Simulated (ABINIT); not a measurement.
# Quasiparticle gap of GaN (F-43m) in ABINIT, part 2 of 3

How does a plane-wave GW calculation on GaN (F-43m) run from the first input to the gap?

ABINIT 10.8.3; PBE and many-body steps on it, plane waves. Known limits of the many-body steps: short of the basis limit; no spin-orbit coupling.

So far. Step 2 (Ground state): The gap is direct, at Γ.

### Step 3. Bands along the symmetry lines

Level of this step: DFT, PBE, plane waves, norm-conserving pseudopotentials (ABINIT).

The cheap functional maps the bands first; the places of the edges decide which points the dearer methods must see.

Input file run.abi:

```
acell 3*1.0 Angstrom
rprim 
  0.000000000000 2.253500607500 2.253500607500
  2.253500607500 0.000000000000 2.253500607500
  2.253500607500 2.253500607500 0.000000000000
ntypat 2
znucl 31 7
natom 2
typat 1 2
xred 
  0.000000000000 0.000000000000 0.000000000000
  0.750000000000 0.750000000000 0.750000000000
pp_dirpath "pseudos"
pseudos "Ga.upf, N.upf"
ecut 45
iscf -2
irdden 1
kptopt 0
nkpt 50
kpt 
  0.00000000 0.00000000 0.00000000
  -0.06250000 -0.06250000 0.00000000
  -0.12500000 -0.12500000 0.00000000
  -0.18750000 -0.18750000 0.00000000
  -0.25000000 -0.25000000 0.00000000
  -0.31250000 -0.31250000 0.00000000
  -0.37500000 -0.37500000 0.00000000
  -0.43750000 -0.43750000 0.00000000
  -0.50000000 -0.50000000 0.00000000
  -0.48437500 -0.48437500 0.03125000
  -0.46875000 -0.46875000 0.06250000
  -0.45312500 -0.45312500 0.09375000
  -0.43750000 -0.43750000 0.12500000
  -0.42187500 -0.42187500 0.15625000
  -0.40625000 -0.40625000 0.18750000
  -0.39062500 -0.39062500 0.21875000
  -0.37500000 -0.37500000 0.25000000
  -0.37500000 0.00000000 0.37500000
  -0.32812500 0.00000000 0.32812500
  -0.28125000 0.00000000 0.28125000
  -0.23437500 0.00000000 0.23437500
  -0.18750000 0.00000000 0.18750000
  -0.14062500 0.00000000 0.14062500
  -0.09375000 0.00000000 0.09375000
  -0.04687500 0.00000000 0.04687500
  0.00000000 0.00000000 0.00000000
  0.00000000 0.00000000 0.06250000
  0.00000000 0.00000000 0.12500000
  0.00000000 0.00000000 0.18750000
  0.00000000 0.00000000 0.25000000
  0.00000000 0.00000000 0.31250000
  0.00000000 0.00000000 0.37500000
  0.00000000 0.00000000 0.43750000
  0.00000000 0.00000000 0.50000000
  -0.06250000 -0.03125000 0.46875000
  -0.12500000 -0.06250000 0.43750000
  -0.18750000 -0.09375000 0.40625000
  -0.25000000 -0.12500000 0.37500000
  -0.31250000 -0.15625000 0.34375000
  -0.37500000 -0.18750000 0.31250000
  -0.43750000 -0.21875000 0.28125000
  -0.50000000 -0.25000000 0.25000000
  -0.50000000 -0.28125000 0.21875000
  -0.50000000 -0.31250000 0.18750000
  -0.50000000 -0.34375000 0.15625000
  -0.50000000 -0.37500000 0.12500000
  -0.50000000 -0.40625000 0.09375000
  -0.50000000 -0.43750000 0.06250000
  -0.50000000 -0.46875000 0.03125000
  -0.50000000 -0.50000000 0.00000000
istwfk *1
nband 20
nbdbuf 2
tolwfr 1e-08
nstep 40
prtwf 0
prtvol 0
indata_prefix "in"
outdata_prefix "out"
tmpdata_prefix "tmp"
```

The run is started by

```bash
OMP_NUM_THREADS=1 mpirun -n 8 abinit run.abi > log
```

The log of the run:

```text
.Version 10.8.3 of ABINIT. v10.8.2 released Aug 2026.

 Symmetries : space group F-4 3 m (#216); Bravais cF (face-center cubic)
[... echo of the input left out ...]
== DATASET  1 ==================================================================
-   mpi_nproc: 8, omp_nthreads: 1 (-1 if OMP is not activated)

--- !DatasetInfo
iteration_state: {dtset: 1, }
dimensions: {natom: 2, nkpt: 50, mband: 20, nsppol: 1, nspinor: 1, nspden: 1, mpw: 2252, }
cutoff_energies: {ecut:  45.0, pawecutdg:  -1.0, }
electrons: {nelect:   2.60000000E+01, charge:   0.00000000E+00, occopt:   1.00000000E+00, tsmear:   1.00000000E-02, }

 Real(R)+Recip(G) space primitive vectors, cartesian coordinates (Bohr,Bohr^-1):
 R(1)=  0.0000000  4.2584990  4.2584990  G(1)= -0.1174123  0.1174123  0.1174123
 R(2)=  4.2584990  0.0000000  4.2584990  G(2)=  0.1174123 -0.1174123  0.1174123
 R(3)=  4.2584990  4.2584990  0.0000000  G(3)=  0.1174123  0.1174123 -0.1174123
 Unit cell volume ucvol=  1.5445417E+02 bohr^3
 Angles (23,13,12)=  6.00000000E+01  6.00000000E+01  6.00000000E+01 degrees

 getcut: wavevector=  0.0000  0.0000  0.0000  ngfft=  40  40  40
         ecut(hartree)=     45.000   => boxcut(ratio)=   2.19947

--- Pseudopotential description ------------------------------------------------
- Ga Generated using ONCVPSP code by D. R. Hamann
- 31.00000  21.00000  171031                  znucl, zion, pspdat
12 -101130 2 -1 1902                          pspcod,pspxc,lmax,lloc,mmax
     nproj     2     2     2
  pspatm : epsatm=   21.85474337
         --- l  ekb(1:nproj) -->
             0    4.962806   -1.220223
             1   -5.679278   -1.350476
             2  -10.596651   -3.839775
 pspatm: atomic psp has been read  and splines computed

- N Generated using ONCVPSP code by D. R. Hamann
-  7.00000   5.00000  171031                  znucl, zion, pspdat
12 -101130 1 -1 1058                          pspcod,pspxc,lmax,lloc,mmax
     nproj     2     2     0
  pspatm : epsatm=    5.20977870
         --- l  ekb(1:nproj) -->
[...]
pspatm: atomic psp has been read  and splines computed

--------------------------------------------------------------------------------

================================================================================
 prteigrs : about to open file out_EIG
 Non-SCF case, kpt    1 (  0.00000  0.00000  0.00000), residuals and eigenvalues=
  6.16E-09  2.21E-09  5.89E-09  4.31E-09  6.48E-09  3.93E-09  9.46E-09  4.81E-09
  2.27E-09  9.65E-09  3.55E-09  4.77E-09  9.11E-09  1.89E-09  3.87E-09  4.61E-09
  3.44E-09  3.94E-09  2.71E-09  6.69E-07
 -4.9767E+00 -3.1639E+00 -3.1639E+00 -3.1639E+00 -3.3240E-01 -2.4568E-01
 -2.4568E-01 -2.4568E-01 -2.3446E-01 -2.3446E-01  2.5220E-01  2.5220E-01
  2.5220E-01  3.1643E-01  6.3289E-01  6.3289E-01  6.3289E-01  8.9971E-01
  9.4408E-01  9.4408E-01
 Non-SCF case, kpt    2 ( -0.06250 -0.06250  0.00000), residuals and eigenvalues=
[...]
2.43E-09  6.87E-09  1.68E-06  1.26E-05
[...]
9.2370E-01  9.5422E-01
 Non-SCF case, kpt    3 ( -0.12500 -0.12500  0.00000), residuals and eigenvalues=
[...]
6.02E-09  5.62E-09  1.91E-04  7.50E-04
[...]
9.7579E-01  9.8704E-01
[...]
Non-SCF case, kpt   49 ( -0.50000 -0.46875  0.03125), residuals and eigenvalues=
[...]
1.0535E+00  1.1667E+00
 Non-SCF case, kpt   50 ( -0.50000 -0.50000  0.00000), residuals and eigenvalues=
[...]
-2.3489E-01 -2.3489E-01 -2.3158E-01 -1.7018E-01  2.7425E-02  1.5326E-01
  1.5326E-01  3.7646E-01  4.9813E-01  6.8249E-01  7.6536E-01  7.6536E-01
  1.0510E+00  1.1645E+00

--- !ResultsGS
iteration_state: {dtset: 1, }
comment   : Summary of ground state results
lattice_vectors:
- [  0.0000000,   4.2584990,   4.2584990, ]
- [  4.2584990,   0.0000000,   4.2584990, ]
- [  4.2584990,   4.2584990,   0.0000000, ]
lattice_lengths: [   6.02243,    6.02243,    6.02243, ]
lattice_angles: [ 60.000,  60.000,  60.000, ] # degrees, (23, 13, 12)
lattice_volume:   1.5445417E+02
convergence: {deltae:  0.000E+00, res2:  0.000E+00, residm:  9.985E-09, diffor:  0.000E+00, }
etotal    :  -2.58718230E+02
entropy   :   0.00000000E+00
fermie    :   2.52201327E-01
cartesian_stress_tensor: null
pressure_GPa: null
xred      :
- [  0.0000E+00,   0.0000E+00,   0.0000E+00, Ga]
- [  7.5000E-01,   7.5000E-01,   7.5000E-01,  N]
cartesian_forces: null
force_length_stats: {min: null, max: null, mean: null, }

 Integrated electronic density in atomic spheres:
 ------------------------------------------------
 Atom  Sphere_radius  Integrated_density
[...]
================================================================================

 ----iterations are completed or convergence reached----

 Mean square residual over all n,k,spin=   45.208E-10; max=  99.852E-10
 reduced coordinates (array xred) for    2 atoms
       0.000000      0.000000      0.000000
       0.750000      0.750000      0.750000

 cartesian coordinates (angstrom) at end:
[...]
length scales=  1.889726  1.889726  1.889726 bohr
              =  1.000000  1.000000  1.000000 angstroms
 prteigrs : about to open file out_EIG
 Eigenvalues (hartree) for nkpt=  50  k points:
 kpt#   1, nband= 20, wtk=  1.00000, kpt=  0.0000  0.0000  0.0000 (reduced coord)
[...]
kpt#   2, nband= 20, wtk=  1.00000, kpt= -0.0625 -0.0625  0.0000 (reduced coord)
[...]
kpt#   3, nband= 20, wtk=  1.00000, kpt= -0.1250 -0.1250  0.0000 (reduced coord)
[...]
kpt#  49, nband= 20, wtk=  1.00000, kpt= -0.5000 -0.4687  0.0313 (reduced coord)
[...]
0.76058    0.76644    1.05353    1.16674
 kpt#  50, nband= 20, wtk=  1.00000, kpt= -0.5000 -0.5000  0.0000 (reduced coord)
  -4.97665   -3.16398   -3.16387   -3.16387   -0.29517   -0.24278   -0.23489   -0.23489
  -0.23158   -0.17018    0.02742    0.15326    0.15326    0.37646    0.49813    0.68249
   0.76536    0.76536    1.05095    1.16446

== END DATASET(S) ==============================================================
================================================================================

 -outvars: echo values of variables after computation  --------
            nband          20
             nkpt          50
          spgroup         216
 [... the other variables as echoed above ...]

 Calculation completed.
```

Elapsed: 5.1 s, on 8 MPI ranks of Intel Xeon 6975P-C (Granite Rapids), shared host; peak memory 0.57 GiB; 39 s of CPU time.

Numbers from this step:

```yaml
gap: 1.748 eV
k_of_the_valence_top: 0, 0, 0
k_of_the_conduction_bottom: 0, 0, 0
least_direct_gap: 1.748 eV
```

The gap is 1.748 eV, as in the run before at this level.

The electronic bands at the labelled points (eV, zero at the top of the highest filled band):

| point | band 10 | band 11 | band 12 | band 13 | band 14 | band 15 | band 16 | band 17 |
| --- | --- | --- | --- | --- | --- | --- | --- | --- |
| Γ | -13.24 | 0.00 | 0.00 | 0.00 | 1.75 | 10.36 | 10.36 | 10.36 |
| halfway | -13.02 | -3.42 | -1.48 | -1.48 | 4.59 | 7.43 | 11.64 | 12.03 |
| X | -11.49 | -6.12 | -2.69 | -2.69 | 3.38 | 6.69 | 11.71 | 13.96 |
| halfway | -11.42 | -6.02 | -3.33 | -2.55 | 3.97 | 7.14 | 11.58 | 13.60 |
| U | -11.34 | -5.85 | -4.24 | -2.16 | 5.02 | 7.87 | 11.08 | 12.86 |
| jump to K | -11.34 | -5.85 | -4.24 | -2.16 | 5.02 | 7.87 | 11.08 | 12.86 |
| halfway | -12.86 | -4.19 | -2.11 | -0.53 | 5.23 | 8.52 | 9.65 | 11.19 |
| Γ | -13.24 | 0.00 | 0.00 | 0.00 | 1.75 | 10.36 | 10.36 | 10.36 |
| halfway | -13.16 | -3.85 | -0.52 | -0.52 | 4.08 | 8.81 | 10.81 | 10.81 |
| L | -11.94 | -7.02 | -0.96 | -0.96 | 4.67 | 8.73 | 10.41 | 10.41 |
| halfway | -11.62 | -6.40 | -2.99 | -1.76 | 6.65 | 7.04 | 10.11 | 11.73 |
| W | -11.22 | -5.68 | -3.68 | -3.62 | 6.24 | 8.39 | 10.30 | 11.14 |
| halfway | -11.35 | -5.93 | -3.20 | -3.17 | 4.60 | 7.49 | 11.47 | 12.28 |
| X | -11.49 | -6.12 | -2.69 | -2.69 | 3.38 | 6.69 | 11.71 | 13.96 |

The electronic bands as a text plot (rows in eV, shown from -8.0 to 7.7 only):

```
    7.4 |     ++       +++  ++                       + +     ++
    6.8 |       +++++++     ++                        ++       ++
    6.1 |                  +  ++                     +  ++++
    5.5 |                       +                   +       +
    4.8 |     ++         ++                    +++++         +
    4.1 |    +  +++    ++        ++         +++               +
    3.5 |  ++      ++++            ++      +                   ++
    2.8 |                                ++
    2.2 | +                          +  +
    1.5 |+                            ++
    0.9 |
    0.2 |*                         ******
   -0.5 | ***                   ******  *******
   -1.1 |    *              **** **            *******
   -1.8 |  ** ****         *       **    **         * *
   -2.4 |    *    *********     *          *         * **       *
   -3.1 |             **      ** **                   *  *   ***
   -3.7 |     **        *   **              *          ******
   -4.4 |       **       ***    *
   -5.0 |         *           **             **
   -5.7 |          **  *******                 *        *******
   -6.4 |            **                              ***       **
   -7.0 |                                       *****
   -7.7 |
         Γ           X  U|K            Γ         L        W     X
```

### Step 4. Empty states on the mesh, 6×6×6 mesh, 126 bands

The sums over transitions need many empty states on a uniform mesh; this step solves for them.

Input file run.abi:

```
acell 3*1.0 Angstrom
rprim 
  0.000000000000 2.253500607500 2.253500607500
  2.253500607500 0.000000000000 2.253500607500
  2.253500607500 2.253500607500 0.000000000000
ntypat 2
znucl 31 7
natom 2
typat 1 2
xred 
  0.000000000000 0.000000000000 0.000000000000
  0.750000000000 0.750000000000 0.750000000000
pp_dirpath "pseudos"
pseudos "Ga.upf, N.upf"
ecut 45
ngkpt 6 6 6
nshiftk 1
shiftk 0 0 0
kptopt 1
chksymbreak 0
irdden 1
istwfk *1
nband 126
prtvol 0
optdriver 6
gwr_task "HDIAGO"
paral_kgb 0
occopt 1
indata_prefix "in"
outdata_prefix "out"
tmpdata_prefix "tmp"
```

The log of the run:

```text
[banner, memory and clock lines left out]
.Version 10.8.3 of ABINIT. v10.8.2 released Aug 2026.

 Symmetries : space group F-4 3 m (#216); Bravais cF (face-center cubic)
[... echo of the input left out ...]
== DATASET  1 ==================================================================
-   mpi_nproc: 8, omp_nthreads: 1 (-1 if OMP is not activated)

--- !DatasetInfo
iteration_state: {dtset: 1, }
dimensions: {natom: 2, nkpt: 16, mband: 126, nsppol: 1, nspinor: 1, nspden: 1, mpw: 2252, }
cutoff_energies: {ecut:  45.0, pawecutdg:  -1.0, }
electrons: {nelect:   2.60000000E+01, charge:   0.00000000E+00, occopt:   1.00000000E+00, tsmear:   1.00000000E-02, }

.Using double precision arithmetic; gwpc =  8

- Reading GS density from: in_DEN

--- Pseudopotential description ------------------------------------------------
- Ga Generated using ONCVPSP code by D. R. Hamann
- 31.00000  21.00000  171031                  znucl, zion, pspdat
12 -101130 2 -1 1902                          pspcod,pspxc,lmax,lloc,mmax
     nproj     2     2     2
  pspatm : epsatm=   21.85474337
         --- l  ekb(1:nproj) -->
             0    4.962806   -1.220223
             1   -5.679278   -1.350476
             2  -10.596651   -3.839775
 pspatm: atomic psp has been read  and splines computed

- N Generated using ONCVPSP code by D. R. Hamann
-  7.00000   5.00000  171031                  znucl, zion, pspdat
12 -101130 1 -1 1058                          pspcod,pspxc,lmax,lloc,mmax
     nproj     2     2     0
  pspatm : epsatm=    5.20977870
         --- l  ekb(1:nproj) -->
             0    7.494509    0.636305
             1   -4.293905   -1.006988
 pspatm: atomic psp has been read  and splines computed

   7.03677574E+02                                ecore*ucvol(ha*bohr**3)

 Total charge density [el/Bohr^3]
)     Maximum=    6.4955E+00  at reduced coord.    0.9500    0.9750    0.9750
)     Minimum=    5.4195E-03  at reduced coord.    0.5000    0.5000    0.5000
   Integrated=    2.6000E+01

 === KS gaps after direct diagonalization ===
 Direct band gap semiconductor
 Fundamental gap:     1.748 (eV)
   VBM:     6.863 (eV) at k: [ 0.0000E+00,  0.0000E+00,  0.0000E+00]
   CBM:     8.611 (eV) at k: [ 0.0000E+00,  0.0000E+00,  0.0000E+00]
 Direct gap:         1.748 (eV) at k: [ 0.0000E+00,  0.0000E+00,  0.0000E+00]

== END DATASET(S) ==============================================================

 -outvars: echo values of variables after computation  --------
           etotal      0.0000000000E+00
            nband         126
             nkpt          16
          spgroup         216
 [... the other variables as echoed above ...]

 Calculation completed.
```

It took 12 s on 8 MPI ranks; peak memory 2.7 GiB.

Read from the output:

```yaml
gap: 1.748 eV
k_of_the_valence_top: 0, 0, 0
k_of_the_conduction_bottom: 0, 0, 0
least_direct_gap: 1.748 eV
k_points_computed: 16
lowest_point_of_the_top_converged_band_above_the_valence_top: 138.4458 eV
```

On this mesh the gap is 1.748 eV.

### Step 5. Screening, 6×6×6 mesh, 118 bands, screening to 217.7 eV

The RPA dielectric matrix is built and inverted for each q.

This step: RPA screening on PBE, plane waves, norm-conserving pseudopotentials.

Edit run.abi of step 4 so:

```diff
@@ -20,10 +20,11 @@
 chksymbreak 0
-irdden 1
 istwfk *1
-nband 126
-prtvol 0
-optdriver 6
-gwr_task "HDIAGO"
-paral_kgb 0
 occopt 1
+irdwfk 1
+optdriver 3
+nband 118
+ecuteps 8
+inclvkb 2
+awtr 1
+symchi 1
 indata_prefix "in"
```

The log of the run:

```text
.Version 10.8.3 of ABINIT. v10.8.2 released Aug 2026.

 Symmetries : space group F-4 3 m (#216); Bravais cF (face-center cubic)
[... echo of the input left out ...]
== DATASET  1 ==================================================================
-   mpi_nproc: 8, omp_nthreads: 1 (-1 if OMP is not activated)

--- !DatasetInfo
iteration_state: {dtset: 1, }
dimensions: {natom: 2, nkpt: 16, mband: 118, nsppol: 1, nspinor: 1, nspden: 1, mpw: 2252, }
cutoff_energies: {ecut:  45.0, pawecutdg:  -1.0, }
electrons: {nelect:   2.60000000E+01, charge:   0.00000000E+00, occopt:   1.00000000E+00, tsmear:   1.00000000E-02, }

 SCREENING: Calculation of the susceptibility and dielectric matrices

 Based on a program developped by R.W. Godby, V. Olevano, G. Onida, and L. Reining.
 Incorporated in ABINIT by V. Olevano, G.-M. Rignanese, and M. Torrent.
.Using double precision arithmetic ; gwpc =  8

[... cell and pseudopotentials left out ...]
--------------------------------------------------------------------------------

 ==== K-mesh for the wavefunctions ====
 Number of points in the irreducible wedge :    16
[... list of points left out ...]
 Together with 24 symmetry operations and time-reversal symmetry
 yields   216 points in the full Brillouin Zone.

 ==== Q-mesh for the screening function ====
 Number of points in the irreducible wedge :    16
[... list of points left out ...]
 Together with 24 symmetry operations and time-reversal symmetry
 yields   216 points in the full Brillouin Zone.

 setmesh: FFT mesh size selected  =    25x   25x   25
          total number of points  =        15625

 vcoul_init : cutoff-mode = AUXILIARY_FUNCTION
 q-points for optical limit:   1
     1)      0.000010    0.000020    0.000030

- screening: taking advantage of time-reversal symmetry
- Maximum band index for partially occupied states nbvw = 13
- Remaining bands to be divided among processors   nbcw = 105
- Number of bands treated by each node ~13

 Number of electrons calculated from density =   26.0000; Expected =   26.0000
 average of density, n =  0.168335
 r_s =    1.1235
 omega_plasma =   39.5770 [eV]

 calculating chi0 at frequencies [eV] :
  1    0.000000E+00    0.000000E+00
  2    0.000000E+00    3.957696E+01

--------------------------------------------------------------------------------
  q-point number  1        q = ( 0.000000, 0.000000, 0.000000) [r.l.u.]
--------------------------------------------------------------------------------
[... chi0 elements left out ...]
 For q-point:  0.000010 0.000020 0.000030
  dielectric constant =   6.4108
  dielectric constant without local fields =   6.8738

  Average fulfillment of the sum rule on Im[epsilon] for q-point    1 :     55.85  [%]
[... wings left out ...]
  q-point number  2        q = ( 0.166667, 0.000000, 0.000000) [r.l.u.]
--------------------------------------------------------------------------------
[... chi0 elements left out ...]
  Average fulfillment of the sum rule on Im[epsilon] for q-point    2 :     67.79  [%]

 [... 14 further q-points ...]
```

Wall time 43 s (8 MPI ranks); peak memory 1.7 GiB.

Read from the output:

| Item | Value |
| --- | --- |
| ε∞ with local fields, on this mesh | 6.411 |
| ε∞ without local fields, on this mesh | 6.874 |
| plasma frequency | 39.58 eV |
| plane waves in the screening matrix | 169 |

Local fields lower ε∞ by 7 %.

[end of part 2 of 3]

[Long decimals in the printed logs are rounded to 6 places.]

[Logs are printed without paths, hosts, clocks, repeated set-up lines and the standing remarks that a program may print on its own settings, such as how far it seeks lower states.]

[Paths, hosts, dates, memory and timing lines, banners, echoed tables and standing remarks are left out of the program output; an Ansatz launch command may be rebuilt from the run's recorded settings. Measured values are a selection of at most five: reports struck by readers or far from the other reports are left out. None is set beside runs whose start may be inverted or whose files or cutoffs have a known fault.]

[Runs of the session that timed out or met a known fault of the program may be left out.]

[Hosts, paths, dates, database ids (printed as entryN), source tags and the programs' standing remarks are cut or masked in the printed files.]

[G0W0 gaps are taken among the corrected bands and points alone; a level outside them can change the order at an edge.]

[Where Ansatz stands beside ABINIT at settings called matched, ABINIT's density can come from a denser mesh and the files from another edition; pairs whose starting gaps differed by over 0.03 eV were left out, so agreement reads better than it is.]
